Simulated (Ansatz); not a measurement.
**CsSnI3 (Pm-3m): G0W0 under other settings**

A base run on CsSnI3 (Pm-3m), then changed inputs.

Main program and level: Ansatz 0.2.0; G0W0 on PBE, plane waves, PAW; PAW set soft_1.

## (1) Starting point

The structure is cubic, space group Pm-3m (No. 221). Conventional cell: a = 6.286 Å, b = 6.286 Å, c = 6.286 Å, α = 90.00°, β = 90.00°, γ = 90.00°. Nearest to Cs lie 12 I at 4.45 Å. Sn has 6 I at 3.14 Å nearest. Nearest to I lie 2 Sn at 3.14 Å and 4 Cs at 4.45 Å. Farther neighbours and most contacts between anions are not listed.

The cell and positions are those that the Materials Project relaxed with its own functionals (PBE, PBE+U or r2SCAN), kept fixed. Spin-orbit coupling is left out unless a step names it.

## (2) The base run: 2×2×2 mesh, 564 empty bands, screening to 100 eV, PAW set soft_1 files

Now the one-shot GW correction: screening in the RPA, then the self-energy of the levels asked for. This step takes PAW set soft_1 files.

Input file input.yaml:

```yaml
crystal:
  lattice:
    - [6.286228, 0.0, 0.0]
    - [0.0, 6.286228, 0.0]
    - [0.0, 0.0, 6.286228]
  atoms:
    - { symbol: Cs, position: [0.5, 0.5, 0.5] }
    - { symbol: Sn, position: [0.0, 0.0, 0.0] }
    - { symbol: I, position: [0.5, 0.0, 0.0] }
    - { symbol: I, position: [0.0, 0.0, 0.5] }
    - { symbol: I, position: [0.0, 0.5, 0.0] }
kpoints:
  mp_grid: { grid: [2, 2, 2] }
hamiltonian:
  xc: pbe
  pseudopotentials: { kind: paw, azcp: { folder: soft_1 } }
scf:
  occupations: { method: fixed }
gw:
  n_empty_bands: 564
  ecut_chi: 100
  qp_bands: [v2, c2]
  qp_kpoints: band_edges
  screening: { model: contour_deformation }
```

Launch:

```sh
$ ansatz run input.yaml --threads 3 --pin off --max-ram 92160MiB --backend cuda --events-out ev --progress --plain --runs-dir out --devices 1 --max-vram 13GiB
```

Numbers of over 12 decimals in the logs are rounded to 6 here.

The program printed:

```text
GPUs: using 1 of 1 available (devices: 1).
Engine: ansatz 0.2.0, x86_64-unknown-linux-gnu
Pseudopotentials: kind: paw
Pseudopotential: Cs, paw, valence charge 9, recommended cutoff 420 eV (normal), soft_1/Cs.paw.azcp
Pseudopotential: Sn, paw, valence charge 14, recommended cutoff 420 eV (normal), soft_1/Sn.paw.azcp
Pseudopotential: I, paw, valence charge 17, recommended cutoff 420 eV (normal), soft_1/I.paw.azcp
Functional definition: PBE
  parameter kappa = 0.804
  parameter beta = 0.066725
  exchange = pbe_x(kappa = kappa, mu = beta*pi^2/3)
  correlation = pbe_c(beta = beta)
concurrent solve slots: 2 of 3 are kept, ahead of what memory takes: no pass of the eigensolver takes more rounds on 2
device memory: the entry about to start is reckoned to put 2.3 GiB on a device that reports 49.4 GiB free (of which the cap on the GPU budget leaves the run 13.0 GiB)
GPU FFT provider: cuFFT
GPU libraries: cuBLAS 13.8.2, cuFFT 12.4.0, cuSOLVER 12.3.4
Crystal: 5 atoms, lattice volume = 248.411 Å³
Basis set: ecut = 420 eV, 4945 PW (Γ)
Bands: 45, of which v1, the nominal top of the filled ones, is band 37 counted from 1 (36 counted from 0)
Symmetry: 48 space group operations
Space group: Pm-3m (ITA 221), of the structure as read, at distance tolerance 6.3e-5 Å
k-points: 4 of 8
Non-local potential: Cs, projectors of the file, l = 0: 3, l = 1: 2, l = 2: 2, l = 3: 2
Non-local potential: Sn, projectors of the file, l = 0: 2, l = 1: 2, l = 2: 2, l = 3: 1
Non-local potential: I, projectors of the file, l = 0: 2, l = 1: 2, l = 2: 2, l = 3: 1
PAW form: soft (Blöchl's): semilocal exchange-correlation on the pseudo side does not see the compensation charge
PAW one-centre angular grid: Cs, 194 points (default); XC on 64 Gauss nodes
PAW one-centre angular grid: Sn, 590 points (default); XC on 64 Gauss nodes
PAW one-centre angular grid: I, 590 points (default); XC on 64 Gauss nodes
Initial density: superposition of atomic densities (chi_scale 0.1, normalization cell, long waves kept (reshape's long-wave potential 0.00 eV rms))
Initial wavefunctions: pseudopotential atomic-orbital guess
GPU buffer pool allocated for 91125 grid points (all kernels)
GPU transforms: local potential and band sums: pruned to the plane-wave sphere, on 45×45×45
Functional: x = pbe(κ = 0.804, μ = 0.219515), c = pbe(β = 0.066725)
SCF iter   1: F=—  HF=-34239.343263 eV  |F-HF|=—  |Δ(HF+E_count)|=         —  Δρ=2.27e-2  dr2=2.68e0  ethr=3.10e-3  ⟨swp⟩=4.8  Hψ=620  notcnv=0  defer=21
preconditioner: auto → Resta (q_TF=auto, 2.230 Å⁻¹)  ε∞=3.1  [insulator: Δε(μ)=0.169 eV  Ē_g=9.139 eV  n_scr=32 (ndim 8)  ℏωp=13.3 eV  f_vac=0.090  ε∞_Penn≈3.1]
SCF iter   2: F=—  HF=-34238.430681 eV  |F-HF|=—  |Δ(HF+E_count)|=   9.13e-1  Δρ=9.71e-3  dr2=6.38e-1  ethr=3.10e-3  ⟨swp⟩=3.8  Hψ=331  notcnv=0  defer=21
[...]
NSCF: frozen V_eff on 4 k-points
G₀W₀ screening: q 1/4
[... further progress lines ...]
SCF converged after 9 iterations
Free energy (F): -34238.156336 eV
Harris-Foulkes:  -34238.156336 eV  (|F-HF|=2.63e-8)
Internal energy: -34238.156336 eV  (E = F + TS)
E sigma→0 (E₀):  -34238.156336 eV
Fermi energy:    4.763868 eV
--- Per-component energies (eV) ---
  E_band       = -1440.832321
  E_kinetic    = 786.728133
  E_local      = -9635.115795  (includes V_loc(G=0)·N_el)
  E_nonlocal   = 516.035164
  E_hartree    = 4378.752776
  E_xc         = -628.750074
  E_vxc        = -549.957079  (∫ρ·V_xc dr)
  E_paw        = -23780.477655  (= ΣΔE_a)
  E_vpaw       = -1316.013561  (= ΣTr[D̂ρ^β])
  E_aug_tail   = -0.007163  (compensation charges beyond the density's cutoff)
  E_ewald      = -5875.321721
  E_smearing   = -0.000000  (= −TS)
  E_closure    = 0.000000  (closes the sum)
  Σ components = -34238.156336   (vs F -34238.156336, Δ=0.00e0)
--- Band table (eV) ---
  k-point 0: bands = [... 33 lower, 2.7614, 2.8973, 2.8973, 2.8973, 7.1839, 8.1865, 8.1865, 8.4947, ... 4 higher]
  k-point 1: bands = [... 33 lower, 2.6143, 2.7911, 2.7911, 3.3568, 5.9074, 8.6720, 8.9136, 9.0389, ... 4 higher]
  k-point 2: bands = [... 33 lower, 2.4709, 2.5316, 3.3092, 4.0662, 5.5985, 5.5985, 8.7376, 9.1838, ... 4 higher]
  k-point 3: bands = [... 33 lower, 3.3235, 3.3235, 3.3235, 4.7639, 5.1705, 5.1705, 5.1705, 8.0154, ... 4 higher]
--- G₀W₀: contour deformation, 8 samples at zero and on the imaginary axis and 1 off it, 8 q-points, 564 empty bands' worth ---
  eigenvalues of the whole cell's RPA ε∞ on this k-mesh (on a slab, of 1 + 4πα/V) = 172.9167, 172.9167, 172.9167; static W/v taken at q = 0 is 0.005783
  bands read: the sum over 601 bands ends inside a degenerate multiplet in 2 slots, whose members it reads at an even weight; the widest, k=0: bands 601 to 602 (counted from 1) at 1/2 each
  gw.qp_kpoints: band_edges: 4 of 4 stored k-points solved, in 1 pass; an edge of the gap read off the rows below is read off those points alone
    ik  band        ε_KS         Σx   Σc(E_QP)       V_xc       Z   E_QP_lin       E_QP  E_QP is
     0    36      2.8973   -17.0451     2.4031   -13.9584  0.7096     2.1808     2.2138  root
     0    37      2.8973   -17.0451     2.4031   -13.9584  0.7096     2.1808     2.2138  root
     0    38      7.1839    -3.5507    -3.5741    -7.0128  0.7790     7.0724     7.0719  root
     0    39      8.1865    -3.2498    -3.5501    -6.7781  0.7764     8.1647     8.1647  root
     1    36      2.7911   -16.8132     2.4688   -13.6384  0.7080     2.0471     2.0852  root
     1    37      3.3568   -17.2885     1.7914   -14.9698  0.7181     2.8122     2.8295  root
     1    38      5.9074    -8.0007    -3.9188   -12.0300  0.7281     6.0185     6.0179  root
     1    39      8.6720    -4.8263    -3.7328    -8.6117  0.7744     8.7247     8.7246  root
[...]
3    36      3.3235   -17.4543     2.3682   -14.3926  0.7160     2.5960     2.6299  root
     3    37      4.7639   -17.0746     1.0530   -15.5987  0.7340     4.3327     4.3411  root
     3    38      5.1705    -7.6309    -3.7576   -11.4773  0.7384     5.2597     5.2594  root
     3    39      5.1705    -7.6309    -3.7576   -11.4773  0.7384     5.2597     5.2594  root
```

The job ended after 10 s (1 × NVIDIA H100 80GB HBM3 (shared by 6 runs) with 3 threads of AMD EPYC 7R13 (Zen 3), shared host; peak memory 1.6 GiB).

This step gave:

* bands summed: 601
* RPA ε∞ on this mesh (eigenvalues): 172.9, 172.9, 172.9
* plane waves in the screening matrix: 587
* q-points in the mesh: 8
* G0W0 gap on the mesh: 0.9183 eV
* k of the valence top: -0.5, -0.5, -0.5
* k of the conduction bottom: -0.5, -0.5, -0.5
* starting gap on the mesh: 0.4067 eV
* Z at the valence top: 0.7340
* Z at the conduction bottom: 0.7384
* least direct G0W0 gap on the computed points: 0.9183 eV

The gap on the mesh goes from 0.41 eV to 0.92 eV, a correction of +0.51 eV. Between the two edge states, bare exchange in place of the xc potential would open the gap by 5.32 eV, and correlation takes back 4.81 eV.

## (3) Variant: wider window of levels

Changes to input.yaml since step 2:

```diff
@@ -21,4 +21,4 @@
   ecut_chi: 100
-  qp_bands: [v2, c2]
-  qp_kpoints: band_edges
+  qp_bands: [v8, c6]
+  qp_kpoints: [[0, 0, 0]]
   screening: { model: contour_deformation }
```

The program printed:

```text
GPUs: using 1 of 1 available (devices: 1).
[...]
GPU FFT provider: cuFFT
GPU libraries: cuBLAS 13.8.2, cuFFT 12.4.0, cuSOLVER 12.3.4
Crystal: 5 atoms, lattice volume = 248.411 Å³
Basis set: ecut = 420 eV, 4945 PW (Γ)
Bands: 45, of which v1, the nominal top of the filled ones, is band 37 counted from 1 (36 counted from 0)
[... 1 set-up line as in the run before ...]
[...]
k-points: 4 of 8
[...]
GPU buffer pool allocated for 91125 grid points (all kernels)
[...]
SCF iter   1: F=—  HF=-34239.343263 eV  |F-HF|=—  |Δ(HF+E_count)|=         —  Δρ=2.27e-2  dr2=2.68e0  ethr=3.10e-3  ⟨swp⟩=4.8  Hψ=620  notcnv=0  defer=21
[...]
SCF iter   9: F=-34238.156336 eV  HF=-34238.156336 eV  |F-HF|=2.63e-8  |Δ(HF+E_count)|=   1.39e-7  Δρ=2.04e-6  dr2=1.64e-8  ethr=1.35e-10  ⟨swp⟩=15.2  Hψ=876  notcnv=0
SCF 1 converged in 9 iterations: F = -34238.156336 eV  dr2 = 1.64e-8
[...]
NSCF: frozen V_eff on 4 k-points
[...]
G₀W₀ screening: q 1/4
[... further progress lines ...]
SCF converged after 9 iterations
Free energy (F): -34238.156336 eV
[...]
Internal energy: -34238.156336 eV  (E = F + TS)
E sigma→0 (E₀):  -34238.156336 eV
Fermi energy:    4.763868 eV
[...]
--- Band table (eV) ---
  k-point 0: bands = [... 33 lower, 2.7614, 2.8973, 2.8973, 2.8973, 7.1839, 8.1865, 8.1865, 8.4947, ... 4 higher]
  k-point 1: bands = [... 33 lower, 2.6143, 2.7911, 2.7911, 3.3568, 5.9074, 8.6720, 8.9136, 9.0389, ... 4 higher]
  k-point 2: bands = [... 33 lower, 2.4709, 2.5316, 3.3092, 4.0662, 5.5985, 5.5985, 8.7376, 9.1838, ... 4 higher]
  k-point 3: bands = [... 33 lower, 3.3235, 3.3235, 3.3235, 4.7639, 5.1705, 5.1705, 5.1705, 8.0154, ... 4 higher]
[...]
0    30      0.4167   -15.7371     2.8782   -12.2347  0.7061    -0.2576    -0.2075  root
     0    31      0.4167   -15.7371     2.8782   -12.2347  0.7061    -0.2576    -0.2075  root
     0    32      2.7614   -16.8677     2.5664   -13.5659  0.7062     1.9830     2.0260  root
     0    33      2.7614   -16.8677     2.5664   -13.5659  0.7062     1.9830     2.0260  root
     0    34      2.7614   -16.8677     2.5664   -13.5659  0.7062     1.9830     2.0260  root
     0    35      2.8973   -17.0451     2.4031   -13.9584  0.7096     2.1808     2.2138  root
     0    36      2.8973   -17.0451     2.4031   -13.9584  0.7096     2.1808     2.2138  root
     0    37      2.8973   -17.0451     2.4031   -13.9584  0.7096     2.1808     2.2138  root
     0    38      7.1839    -3.5507    -3.5741    -7.0128  0.7790     7.0724     7.0719  root
     0    39      8.1865    -3.2498    -3.5501    -6.7781  0.7764     8.1647     8.1647  root
     0    40      8.1865    -3.2498    -3.5501    -6.7781  0.7764     8.1647     8.1647  root
     0    41      8.4947    -4.0089    -3.7599    -7.8153  0.7639     8.5413     8.5412  root
     0    42      8.4947    -4.0089    -3.7599    -7.8153  0.7639     8.5413     8.5412  root
     0    43      8.4947    -4.0089    -3.7599    -7.8153  0.7639     8.5413     8.5412  root
```

Wall time 11 s (1 × NVIDIA H100 80GB HBM3 (shared by 6 runs) with 3 threads); peak memory 1.5 GiB; 13 s of CPU time.

Absolute levels on the run's own zero. QP, by row:

```tsv
k index	band	KS (eV)	Sigma_x (eV)	Sigma_c (eV)	Vxc (eV)	Z	QP linearised (eV)	QP (eV)	source	doubts
0	30	0.4167	-15.74	2.878	-12.23	0.7061	-0.2576	-0.2075	root	
0	31	0.4167	-15.74	2.878	-12.23	0.7061	-0.2576	-0.2075	root	
0	32	2.761	-16.87	2.566	-13.57	0.7062	1.983	2.026	root	
0	33	2.761	-16.87	2.566	-13.57	0.7062	1.983	2.026	root	
0	34	2.761	-16.87	2.566	-13.57	0.7062	1.983	2.026	root	
0	35	2.897	-17.05	2.403	-13.96	0.7096	2.181	2.214	root	
0	36	2.897	-17.05	2.403	-13.96	0.7096	2.181	2.214	root	
0	37	2.897	-17.05	2.403	-13.96	0.7096	2.181	2.214	root	
0	38	7.184	-3.551	-3.574	-7.013	0.779	7.072	7.072	root	
0	39	8.187	-3.25	-3.55	-6.778	0.7764	8.165	8.165	root	
0	40	8.187	-3.25	-3.55	-6.778	0.7764	8.165	8.165	root	
0	41	8.495	-4.009	-3.76	-7.815	0.7639	8.541	8.541	root	
0	42	8.495	-4.009	-3.76	-7.815	0.7639	8.541	8.541	root	
0	43	8.495	-4.009	-3.76	-7.815	0.7639	8.541	8.541	root
```

Against the base:

```tsv
setting	base	variant
levels asked	v2 to c2	v8 to c6
points asked	band edges	[[0, 0, 0]]
```

## (4) Variant: all filled levels at the zone centre

Changes to input.yaml since step 3:

```diff
@@ -21,3 +21,3 @@
   ecut_chi: 100
-  qp_bands: [v8, c6]
+  qp_bands: [lowest, c2]
   qp_kpoints: [[0, 0, 0]]
```

The program printed:

```text
GPUs: using 1 of 1 available (devices: 1).
[...]
GPU FFT provider: cuFFT
GPU libraries: cuBLAS 13.8.2, cuFFT 12.4.0, cuSOLVER 12.3.4
Crystal: 5 atoms, lattice volume = 248.411 Å³
Basis set: ecut = 420 eV, 4945 PW (Γ)
Bands: 45, of which v1, the nominal top of the filled ones, is band 37 counted from 1 (36 counted from 0)
[... 1 set-up line as in the run before ...]
[...]
k-points: 4 of 8
[...]
GPU buffer pool allocated for 91125 grid points (all kernels)
[...]
SCF iter   1: F=—  HF=-34239.343263 eV  |F-HF|=—  |Δ(HF+E_count)|=         —  Δρ=2.27e-2  dr2=2.68e0  ethr=3.10e-3  ⟨swp⟩=4.8  Hψ=620  notcnv=0  defer=21
[...]
SCF iter   9: F=-34238.156336 eV  HF=-34238.156336 eV  |F-HF|=2.63e-8  |Δ(HF+E_count)|=   1.39e-7  Δρ=2.04e-6  dr2=1.64e-8  ethr=1.35e-10  ⟨swp⟩=15.2  Hψ=876  notcnv=0
SCF 1 converged in 9 iterations: F = -34238.156336 eV  dr2 = 1.64e-8
[...]
G₀W₀ screening: q 1/4
[... further progress lines ...]
SCF converged after 9 iterations
Free energy (F): -34238.156336 eV
[...]
Internal energy: -34238.156336 eV  (E = F + TS)
E sigma→0 (E₀):  -34238.156336 eV
Fermi energy:    4.763868 eV
[...]
--- Band table (eV) ---
  k-point 0: bands = [... 33 lower, 2.7614, 2.8973, 2.8973, 2.8973, 7.1839, 8.1865, 8.1865, 8.4947, ... 4 higher]
  k-point 1: bands = [... 33 lower, 2.6143, 2.7911, 2.7911, 3.3568, 5.9074, 8.6720, 8.9136, 9.0389, ... 4 higher]
  k-point 2: bands = [... 33 lower, 2.4709, 2.5316, 3.3092, 4.0662, 5.5985, 5.5985, 8.7376, 9.1838, ... 4 higher]
[...]
0     4    -39.9556   -55.1852     9.3984   -43.2661  0.6457   -42.9108   -42.4763  root ?
     0     5    -39.9556   -55.1852     9.3984   -43.2661  0.6457   -42.9108   -42.4763  root ?
     0     6    -39.9556   -55.1852     9.3984   -43.2661  0.6457   -42.9108   -42.4763  root ?
     0     7    -39.9552   -55.1875     9.3986   -43.2683  0.6458   -42.9103   -42.4757  root ?
     0     8    -39.9552   -55.1875     9.3986   -43.2683  0.6458   -42.9103   -42.4757  root ?
[...]
0    18    -17.4548   -45.5248     7.4138   -35.9726  0.6658   -19.7433   -19.5933  root ?
     0    19    -17.4548   -45.5248     7.4138   -35.9726  0.6658   -19.7433   -19.5933  root ?
     0    20    -17.4548   -45.5248     7.4138   -35.9726  0.6658   -19.7433   -19.5933  root ?
     0    21    -17.3312   -28.7235     8.1659   -20.2869  0.4924   -17.6087   -17.6019  root ?
     0    22     -8.0988   -23.2079     6.5739   -16.2222  0.6027    -8.5241    -8.5106  root
     0    23     -7.4303   -24.1148     6.2070   -17.4446  0.6391    -7.9119    -7.8935  root
     0    24     -7.4303   -24.1148     6.2070   -17.4446  0.6391    -7.9119    -7.8935  root
     0    25     -4.1143   -21.1865     2.9275   -16.6010  0.7505    -5.7055    -5.7723  root
     0    26     -4.1143   -21.1865     2.9275   -16.6010  0.7505    -5.7055    -5.7723  root
     0    27     -4.1143   -21.1865     2.9275   -16.6010  0.7505    -5.7055    -5.7723  root
     0    28     -1.4970   -17.5524     2.5115   -14.6289  0.6488    -1.9053    -1.9090  root
     0    29      0.4167   -15.7371     2.8782   -12.2347  0.7061    -0.2576    -0.2075  root
[...]
0    36      2.8973   -17.0451     2.4031   -13.9584  0.7096     2.1808     2.2138  root
     0    37      2.8973   -17.0451     2.4031   -13.9584  0.7096     2.1808     2.2138  root
     0    38      7.1839    -3.5507    -3.5741    -7.0128  0.7790     7.0724     7.0719  root
     0    39      8.1865    -3.2498    -3.5501    -6.7781  0.7764     8.1647     8.1647  root
```

It took 12 s on 1 × NVIDIA H100 80GB HBM3 (shared by 6 runs) with 3 threads; peak memory 1.6 GiB; 19 s of CPU time.

Absolute levels on the run's own zero. QP, by row:

```tsv
k index	band	KS (eV)	Sigma_x (eV)	Sigma_c (eV)	Vxc (eV)	Z	QP linearised (eV)	QP (eV)	source	doubts
0	1	-39.98	-55.18	9.386	-43.25	0.6466	-42.95	-42.52	root	energies_apart
0	2	-39.98	-55.18	9.388	-43.26	0.6467	-42.95	-42.52	root	energies_apart
0	3	-39.98	-55.18	9.388	-43.26	0.6467	-42.95	-42.52	root	energies_apart
0	4	-39.96	-55.19	9.398	-43.27	0.6457	-42.91	-42.48	root	energies_apart
0	5	-39.96	-55.19	9.398	-43.27	0.6457	-42.91	-42.48	root	energies_apart
0	6	-39.96	-55.19	9.398	-43.27	0.6457	-42.91	-42.48	root	energies_apart
0	7	-39.96	-55.19	9.399	-43.27	0.6458	-42.91	-42.48	root	energies_apart
0	8	-39.96	-55.19	9.399	-43.27	0.6458	-42.91	-42.48	root	energies_apart
0	9	-39.96	-55.19	9.399	-43.27	0.6458	-42.91	-42.48	root	energies_apart
0	10	-39.89	-55.21	9.432	-43.28	0.6462	-42.85	-42.39	root	energies_apart
0	11	-39.89	-55.21	9.432	-43.28	0.6462	-42.85	-42.39	root	energies_apart
0	12	-39.89	-55.21	9.432	-43.28	0.6462	-42.85	-42.39	root	energies_apart
0	13	-39.89	-55.21	9.43	-43.28	0.6457	-42.86	-42.39	root	energies_apart
0	14	-39.89	-55.21	9.43	-43.28	0.6457	-42.86	-42.39	root	energies_apart
0	15	-39.89	-55.21	9.43	-43.28	0.6457	-42.86	-42.39	root	energies_apart
0	16	-17.47	-45.52	7.458	-35.91	0.6685	-19.77	-19.61	root	energies_apart
0	17	-17.47	-45.52	7.458	-35.91	0.6685	-19.77	-19.61	root	energies_apart
0	18	-17.45	-45.52	7.414	-35.97	0.6658	-19.74	-19.59	root	energies_apart
0	19	-17.45	-45.52	7.414	-35.97	0.6658	-19.74	-19.59	root	energies_apart
0	20	-17.45	-45.52	7.414	-35.97	0.6658	-19.74	-19.59	root	energies_apart
0	21	-17.33	-28.72	8.166	-20.29	0.4924	-17.61	-17.6	root	z_under_floor
0	22	-8.099	-23.21	6.574	-16.22	0.6027	-8.524	-8.511	root	
0	23	-7.43	-24.11	6.207	-17.44	0.6391	-7.912	-7.894	root	
0	24	-7.43	-24.11	6.207	-17.44	0.6391	-7.912	-7.894	root	
0	25	-4.114	-21.19	2.928	-16.6	0.7505	-5.705	-5.772	root	
0	26	-4.114	-21.19	2.928	-16.6	0.7505	-5.705	-5.772	root	
0	27	-4.114	-21.19	2.928	-16.6	0.7505	-5.705	-5.772	root	
0	28	-1.497	-17.55	2.511	-14.63	0.6488	-1.905	-1.909	root	
0	29	0.4167	-15.74	2.878	-12.23	0.7061	-0.2576	-0.2075	root	
0	30	0.4167	-15.74	2.878	-12.23	0.7061	-0.2576	-0.2075	root	
0	31	0.4167	-15.74	2.878	-12.23	0.7061	-0.2576	-0.2075	root	
0	32	2.761	-16.87	2.566	-13.57	0.7062	1.983	2.026	root	
0	33	2.761	-16.87	2.566	-13.57	0.7062	1.983	2.026	root	
0	34	2.761	-16.87	2.566	-13.57	0.7062	1.983	2.026	root	
0	35	2.897	-17.05	2.403	-13.96	0.7096	2.181	2.214	root	
0	36	2.897	-17.05	2.403	-13.96	0.7096	2.181	2.214	root	
0	37	2.897	-17.05	2.403	-13.96	0.7096	2.181	2.214	root	
0	38	7.184	-3.551	-3.574	-7.013	0.779	7.072	7.072	root	
0	39	8.187	-3.25	-3.55	-6.778	0.7764	8.165	8.165	root
```

Against the base:

```tsv
setting	base	variant
levels asked	v2 to c2	lowest to c2
points asked	band edges	[[0, 0, 0]]
```

## (5) Results

```json
{"base": "0.92 eV, 10 s", "wider window of levels": "direct gap at the listed points 4.86 eV, 11 s", "all filled levels at the zone centre": "direct gap at the listed points 4.86 eV, 12 s"}
```

In words: Wider window of levels: only the listed points were computed; the least direct gap there is 4.86 eV, with levels asked and points asked changed against the base. All filled levels at the zone centre: only the listed points were computed; the least direct gap there is 4.86 eV, with levels asked and points asked changed against the base. All runs here use a coarse mesh and modest cutoffs; they test settings and are not final values. The 2×2×2 mesh is coarse for this cell (its supercell is 13 Å along the shortest edge). The RPA ε∞ on it, from the PBE start, is 172.92; such meshes misread the long-range screening, most where the gap is narrow. This is the ideal cubic cell; many perovskites, halides above all, are cubic only on average, and local tilts or off-centring can widen the gap. On this mesh the RPA ε∞ passes 90, more than nearly any semiconductor shows; a coarse mesh does this where one point with a narrow direct gap carries much weight. The screening is then too strong, and the G0W0 gap should not be taken as the material's. The many-body steps are scalar-relativistic: spin-orbit coupling is not in them.

[Paths, hosts, dates, memory and timing lines, banners, echoed tables and standing remarks are left out of the program output.]

[Logs are printed without paths, hosts, clocks, repeated set-up lines and the standing remarks that a program may print on its own settings, such as how far it seeks lower states.]

[Runs of the session that timed out or met a known fault of the program may be left out.]

[Cells called generated may have been cut or substituted from an entry of the Crystallography Open Database or the Materials Project.]

[Hosts, paths, dates, database ids (printed as entryN), source tags and the programs' standing remarks are cut or masked in the printed files.]
